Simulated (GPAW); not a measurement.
# Core-hole calculation of the S K edge in zinc-blende (ZnS)₁₋ₓ(CdS)ₓ at x = 0.75, part 3 of 3

Aim: the S K edge in zinc-blende (ZnS)₁₋ₓ(CdS)ₓ at x = 0.75, one member of a composition series.

GPAW 26.7.0; X-ray absorption from dipole matrix elements to empty bands, plane-wave PAW LDA.

So far. Step 5 (Spectrum with XCH, S atom 4): Main maxima below 24 eV (height): 3.2 eV (1.95), 6.3 eV (1.85) and 14.4 eV (1.27). A K edge sees empty p states on the absorber. Step 5 (Spectrum with XCH, S atom 4): The total-energy difference is 2474.46 eV. One term is added: -16.82 eV, since the hole is spin-paired here and a spin-polarised one costs that much less in the free atom (computed apart). The photon energy is then 2457.64 eV.

### 7. Spectrum with XCH, Zn atom 3

The holes are 8.1 Å apart. The excited electron is kept in the cell, where it fills the lowest empty states and screens the hole. After the field has converged, empty bands are computed with the density fixed and the dipole matrix elements are summed.

The absorber has 2 S at 2.34 Å and 2 S at 2.40 Å (tetrahedral).

File xas.py:

```python
import numpy as np
from ase import Atoms
from ase.parallel import parprint, paropen
from gpaw import GPAW, PW, FermiDirac, Mixer, MixerDif, setup_paths
from gpaw.test import gen
setup_paths.insert(0, '.')
gen('Zn', name='fch1s', xcname='LDA', corehole=(1, 0, 1), write_xml=True)
from gpaw.mpi import world
world.barrier()

atoms = Atoms('CdSZnSZnSCdSCdSCdSCdSCdS',
    cell=[[0, 5.7175, 5.7175],
     [5.7175, 0, 5.7175],
     [5.7175, 5.7175, 0]],
    scaled_positions=[[0.0020468, 0.0008132, 0.9990499],
     [0.1124256, 0.1375735, 0.1374221],
     [0.9985273, 0.0012462, 0.5005454],
     [0.1187463, 0.119124, 0.6177299],
     [0.99964, 0.5003996, 0.0009451],
     [0.1183366, 0.6192125, 0.1188228],
     [0.0025787, 0.5007002, 0.5001131],
     [0.1126594, 0.6379634, 0.6377289],
     [0.4975407, 0.0003426, 0.9988897],
     [0.6246132, 0.1252004, 0.1247011],
     [0.4988613, 0.9996879, 0.5004587],
     [0.6434345, 0.1184227, 0.6175982],
     [0.4978416, 0.5013849, 0.0029977],
     [0.6442699, 0.6188613, 0.1185991],
     [0.4979685, 0.5000746, 0.4999594],
     [0.6249756, 0.6238354, 0.6266779]],
    pbc=True)
atoms.calc = calc = GPAW(legacy_gpaw=True, mode=PW(400, force_complex_dtype=True), xc='LDA', setups={2: 'fch1s'},
    kpts={'size': (3, 3, 3), 'gamma': True}, occupations=FermiDirac(0.04),
    charge=-1, mixer=Mixer(0.1, 5, 50), maxiter=150,
    convergence={'density': 0.0001, 'eigenstates': 1e-6}, txt='scf.txt')
energy = atoms.get_potential_energy() + calc.get_reference_energy()
ef = calc.get_fermi_level()
out = dict(energy=energy, fermi=ef, forces=atoms.get_forces().tolist())
parprint(f'all-electron energy {energy:.4f} eV, Fermi level {ef:.4f} eV')
ev = np.array([[calc.get_eigenvalues(k, s) for k in range(len(calc.get_ibz_k_points()))] for s in range(calc.get_number_of_spins())])
out['homo'], out['lumo'], out['counts'] = ev[ev < ef].max(), ev[ev > ef].min(), sorted(set((ev < ef).sum((0, 2)).tolist()))
out['filled'] = (ev[:, 0] < ef).sum(1).tolist()

from ase.units import Ha
from gpaw.xas import dipole_matrix_elements
nb = int(calc.get_number_of_electrons() / 2) + 191
top, nb = nb, nb + 8 + nb // 12
nscf = calc.fixed_density(kpts={'size': (4, 4, 4), 'gamma': True}, nbands=nb,
    convergence={'bands': top, 'eigenstates': 5e-3}, maxiter=60, txt='nscf.txt')
cell = atoms.cell.array
ops = [cell.T @ U.T @ np.linalg.inv(cell.T) for U in nscf.wfs.kd.symmetry.op_scc]
filled = [72]  # bands filled in the ground state, by spin
E = np.arange(-6, 30, 0.1)
fwhm = np.interp(E, [4, 25], [1.67, 3.5])
Y, X, zero, highest = 0, 0, 1e9, 1e9
for spin in range(nscf.get_number_of_spins()):
    wfs = nscf.wfs
    mine = wfs.bd.get_slice()  # this rank's bands
    A = dipole_matrix_elements(wfs.setups[2])
    eps = np.zeros((wfs.kd.nibzkpts, nb))
    d = np.zeros((3, A.shape[1], wfs.kd.nibzkpts, nb), complex)
    for kpt in wfs.kpt_u:
        if kpt.s == spin and 2 in kpt.P_ani:
            eps[kpt.k, mine] = kpt.eps_n * Ha
            d[:, :, kpt.k, mine] = (kpt.weight * wfs.nspins / 2) ** 0.5 * np.inner(A, kpt.P_ani[2])
    world.sum(eps)
    world.sum(d)
    T = np.einsum('amkn,bmkn->abkn', d, d.conj()).real
    T = sum(np.einsum('ai,ijkn,bj->abkn', R, T, R) for R in ops) / len(ops)
    empty = np.ones_like(eps, bool) & (np.arange(nb) >= filled[spin])
    zero, highest = min(zero, eps[empty].min()), min(highest, eps[:, top - 1].min())
    lines = [(eps, T, empty)] if spin == 0 else lines + [(eps, T, empty)]
for eps, T, empty in lines:
    f = np.einsum('aakn->akn', T).reshape(3, -1)
    x = eps.ravel() - zero
    w = np.interp(x, E, fwhm) / 2.35482
    g = np.exp(-0.5 * ((E[:, None] - x) / w) ** 2) / (w * (2 * np.pi) ** 0.5)
    Y = Y + (f * empty.ravel()) @ g.T
    X = X + (f * ~empty.ravel()) @ g.T
out.update(E=E.round(2).tolist(), xas=Y.tolist(), xes=X.tolist(), zero=zero, valid=highest - zero, nk=len(eps), nb=nb)
for i in range(0, len(E), 10):
    parprint(f'{E[i]:7.2f}', *(f'{v:10.3e}' for v in Y[:, i]))
import json
with paropen('out.json', 'w') as f:
    json.dump(out, f)
```

Started as:

```sh
$ OMP_NUM_THREADS=1 mpirun -n 4 gpaw python xas.py
```

Numbers of over 12 decimals in the logs are rounded to 6 here.

The program printed:

```text
Input parameters:
  charge: -1
  convergence: {density: 0.0001,
                eigenstates: 1e-06}
  kpts: {gamma: True,
         size: (3, 3, 3)}
  maxiter: 150
  mixer: {backend: pulay,
          beta: 0.1,
          method: separate,
          nmaxold: 5,
          weight: 50}
  mode: {ecut: 400.0,
         force_complex_dtype: True,
         name: pw}
  occupations: {fixmagmom: False,
[...]
*d    :    -0.035193
--------------------------------

Diagonalizing with gridspacing h=0.050

state   all-electron     PAW
-------------------------------
4s:      -0.603317    -0.603615
4p:      -0.343743    -0.343956
3d:      -1.035193    -1.035651
*f:                   -0.018332
-------------------------------
all-electron energy -1086776.5022 eV, Fermi level 5.8514 eV
[...]
28.00  1.639e-07  1.696e-07  1.698e-07
  29.00  1.474e-07  1.507e-07  1.508e-07
[key lines of the parts left out:]
Converged after 14 iterations.
Dipole moment: (-23.383294, -26.281445, -26.276284) |e|*Ang
Free energy:    -67.907300
Fermi level: 5.85136
```

Run time: 7.6 min. Hardware: 4 MPI ranks of Arm Neoverse V2, shared host; peak memory 0.87 GiB.

The Zn K spectrum, Zn atom 3, excited-electron core hole (neutral cell) (energy from the bottom of the conduction band, which holds the excited electron; intensity scaled to a mean of 1 over the first 20 eV):

| E (eV) | isotropic | ε ∥ x | ε ∥ y |
| --- | --- | --- | --- |
| -2.0 | 0.00 | 0.00 | 0.00 |
| -1.5 | 0.00 | 0.00 | 0.00 |
| -1.0 | 0.00 | 0.00 | 0.00 |
| -0.5 | 0.00 | 0.00 | 0.00 |
| 0.0 | 0.01 | 0.02 | 0.01 |
| 0.5 | 0.04 | 0.06 | 0.04 |
| 1.0 | 0.12 | 0.15 | 0.10 |
| 1.5 | 0.26 | 0.32 | 0.23 |
| 2.0 | 0.49 | 0.59 | 0.44 |
| 2.5 | 0.74 | 0.88 | 0.67 |
| 3.0 | 0.91 | 1.06 | 0.84 |
| 3.5 | 1.01 | 1.14 | 0.95 |
| 4.0 | 1.19 | 1.25 | 1.16 |
| 4.5 | 1.57 | 1.55 | 1.58 |
| 5.0 | 1.99 | 1.92 | 2.02 |
| 5.5 | 2.15 | 2.07 | 2.19 |
| 6.0 | 1.93 | 1.86 | 1.96 |
| 6.5 | 1.47 | 1.41 | 1.50 |
| 7.0 | 1.08 | 1.02 | 1.12 |
| 7.5 | 0.93 | 0.87 | 0.96 |
| 8.0 | 0.94 | 0.89 | 0.97 |
| 8.5 | 1.01 | 0.97 | 1.02 |
| 9.0 | 1.02 | 1.00 | 1.03 |
| 9.5 | 0.97 | 0.96 | 0.98 |
| 10.0 | 0.93 | 0.92 | 0.93 |
| 10.5 | 0.93 | 0.92 | 0.94 |
| 11.0 | 0.98 | 0.97 | 0.98 |
| 11.5 | 1.02 | 1.02 | 1.02 |
| 12.0 | 1.04 | 1.06 | 1.03 |
| 12.5 | 1.05 | 1.08 | 1.04 |
| 13.0 | 1.06 | 1.09 | 1.05 |
| 13.5 | 1.08 | 1.10 | 1.07 |
| 14.0 | 1.10 | 1.10 | 1.09 |
| 14.5 | 1.10 | 1.10 | 1.10 |
| 15.0 | 1.10 | 1.09 | 1.10 |
| 15.5 | 1.08 | 1.07 | 1.08 |
| 16.0 | 1.05 | 1.04 | 1.05 |
| 16.5 | 1.00 | 1.00 | 0.99 |
| 17.0 | 0.94 | 0.95 | 0.94 |
| 17.5 | 0.89 | 0.90 | 0.88 |
| 18.0 | 0.84 | 0.85 | 0.84 |
| 18.5 | 0.81 | 0.81 | 0.81 |
| 19.0 | 0.79 | 0.78 | 0.79 |
| 19.5 | 0.77 | 0.75 | 0.78 |
| 20.0 | 0.76 | 0.74 | 0.77 |
| 20.5 | 0.75 | 0.74 | 0.76 |
| 21.0 | 0.76 | 0.75 | 0.77 |
| 21.5 | 0.79 | 0.77 | 0.79 |
| 22.0 | 0.82 | 0.81 | 0.82 |
| 22.5 | 0.85 | 0.85 | 0.86 |
| 23.0 | 0.89 | 0.90 | 0.89 |
| 23.5 | 0.93 | 0.93 | 0.93 |
| 24.0 | 0.97 | 0.97 | 0.96 |
| 24.5 | 1.00 | 1.00 | 1.00 |
| 25.0 | 1.03 | 1.03 | 1.04 |
| 25.5 | 1.06 | 1.05 | 1.06 |
| 26.0 | 1.07 | 1.06 | 1.08 |
| 26.5 | 1.07 | 1.05 | 1.08 |
| 27.0 | 1.06 | 1.04 | 1.07 |
| 27.5 | 1.03 | 1.01 | 1.04 |
| 28.0 | 0.99 | 0.97 | 1.00 |
| 28.5 | 0.94 | 0.92 | 0.95 |
| 29.0 | 0.88 | 0.87 | 0.89 |

Main maxima below 28 eV (height): 5.4 eV (2.16), 8.8 eV (1.02), 14.6 eV (1.10) and 26.2 eV (1.07). 

The total-energy difference is 9672.87 eV. One term is added: -30.82 eV, since the hole is spin-paired here and a spin-polarised one costs that much less in the free atom (computed apart). The photon energy is then 9642.05 eV. The tabulated edge of the element is 9659 eV. The functional leaves an error in such absolute values: in the free atom LDA prices this hole 19.1 eV below PBE (computed apart), and PBE is itself good to a few eV.

### 8. Outcome

* absorber and edge: S K, atom 4 of the ground-state input (counted from 1)
* surroundings: 1 Zn at 2.35 Å, 1 Cd at 2.51 Å and 2 Cd at 2.52 Å (distorted tetrahedral)
* highest intensity below 16 eV: 3.2 eV above the zero, height 1.95
* photon energy of the zero, with the added terms: 2457.6 eV (raw 2474.5 eV; LDA puts this hole about 9 eV below PBE, itself good to a few eV)

In words: The S K edge of atom 4, with 1 Zn at 2.35 Å, 1 Cd at 2.51 Å and 2 Cd at 2.52 Å (distorted tetrahedral), has its highest intensity of the first 16 eV at 3.2 eV above the zero, near 2461 eV in photon energy (LDA puts this hole about 9 eV below PBE, itself good to a few eV), 2.0 times the mean level of the first 20 eV (Gaussian full width 0.9 eV up to 4 eV, rising linearly to 3.5 eV at 25 eV). The mesh is coarse (0.24 Å⁻¹ between points), so small maxima may be mesh ripples.

[Banner, clock and machine lines of the logs are left out without a mark of their own.]

[Logs are printed without paths, hosts, clocks, repeated set-up lines and the standing remarks that a program may print on its own settings, such as how far it seeks lower states.]

[Hosts, paths, dates, database ids (printed as entryN), source tags and the programs' standing remarks are cut or masked in the printed files.]

[Lists of maxima count a maximum above −3 eV only where it reaches 4 % of the highest in the window and stands out from its surroundings by 2 % of it (1.5 % where it reaches 55 %); shoulders and weaker maxima are passed over, and of the rest the first, up to two pre-edge ones and the few strongest are named.]
